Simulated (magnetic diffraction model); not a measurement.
# Li₃Mn₂AsO₆: the ordered moment from one line

Space group C2/m (no. 12), a = 13.0190 Å, b = 3.1590 Å, c = 6.4080 Å, β = 102.37°.

```
site  atom       x    y       z
  2b    As       0  1/2       0
  4i    Mn  0.3252  1/2  0.6477
  4i     O  0.1613  1/2  0.5946
  4i     O  0.4975  1/2  0.2150
  4i     O  0.3516    0  0.9210
  4i    Li  0.3375  1/2  0.1962
  2d    Li       0  1/2     1/2
```

This is a made-up structure (elements placed in a structure type, unrelaxed), so the numbers test the method and describe no known phase.

Only Mn is taken to order (form factors of Mn2+); orders and moment sizes are assumed, and not adapted to the symmetry. Radiation: neutrons of λ = 1.8 Å, 3° to 50°; isotropic B of 0.56 Å² (As), 0.56 Å² (Mn), 0.6 Å² (O) and 0.86 Å² (Li). The intensities are simulated: I ∝ L Σ (|F_N|² + |F_M⊥|²) for unpolarised neutrons, with F_M = 2.695 fm/μB × Σ f(s) S exp(2πi Q·r) exp(−B s²) at Q = H ± k (one set where k and −k are equivalent), only the part normal to Q counting and L = 1/(sin²θ cos θ). For collinear order S is the moment m, which repeats by lattice and centring translations R with the sign exp(−2πi k·R). Form factors are spin-only for 3d ions and dipole or tabulated for f ions, scattering lengths are Sears's of 1992, and absorption is left out. A label names one of the reflections at its angle. The strongest nuclear line in the range is 100, and lines under 0.2 are left out.

In a first state the assumed order is k = (0 1 0), collinear moments along [001], 4.65 μB on Mn; signs + at (0.3252, 1/2, 0.6477), + at (0.1748, 0, 0.3523), with this pattern:

```csv
2θ (°),index,nuclear,magnetic
8.12,(1 0 0),0.0,362.2
16.27,(2 0 0),36.5,0.0
16.53,(0 0 1),40.1,0.0
16.79,(1 0 -1),0.0,5.8
19.96,(1 0 1),0.0,0.6
20.61,(2 0 -1),7.0,0.0
24.52,(3 0 0),0.0,0.9
25.69,(2 0 1),12.6,0.0
26.54,(3 0 -1),0.0,15.5
32.61,(3 0 1),0.0,6.6
32.89,(4 0 0),0.8,0.0
33.43,(0 0 2),4.5,0.0
33.57,(4 0 -1),6.5,0.0
33.96,(2 0 -2),9.6,0.0
34.14,(1 1 0),11.8,0.0
36.18,(1 0 2),0.0,1.1
```
(The table stops after 16 lines; 23 more lie at higher angle.)

**Question.** Nearer the ordering temperature the line at 8.12° has total intensity 32.8 on the same scale, and all moments have shrunk alike. How large is the Mn moment?

The nuclear part, 0.0, stays, so the magnetic part is 32.8 against 362.2. It goes as m², so m = 4.65 × √(32.8/362.2) = 1.40 μB; the value used was 1.4 μB.

[Logs are printed without paths, hosts, clocks, repeated set-up lines and the standing remarks that a program may print on its own settings, such as how far it seeks lower states.]
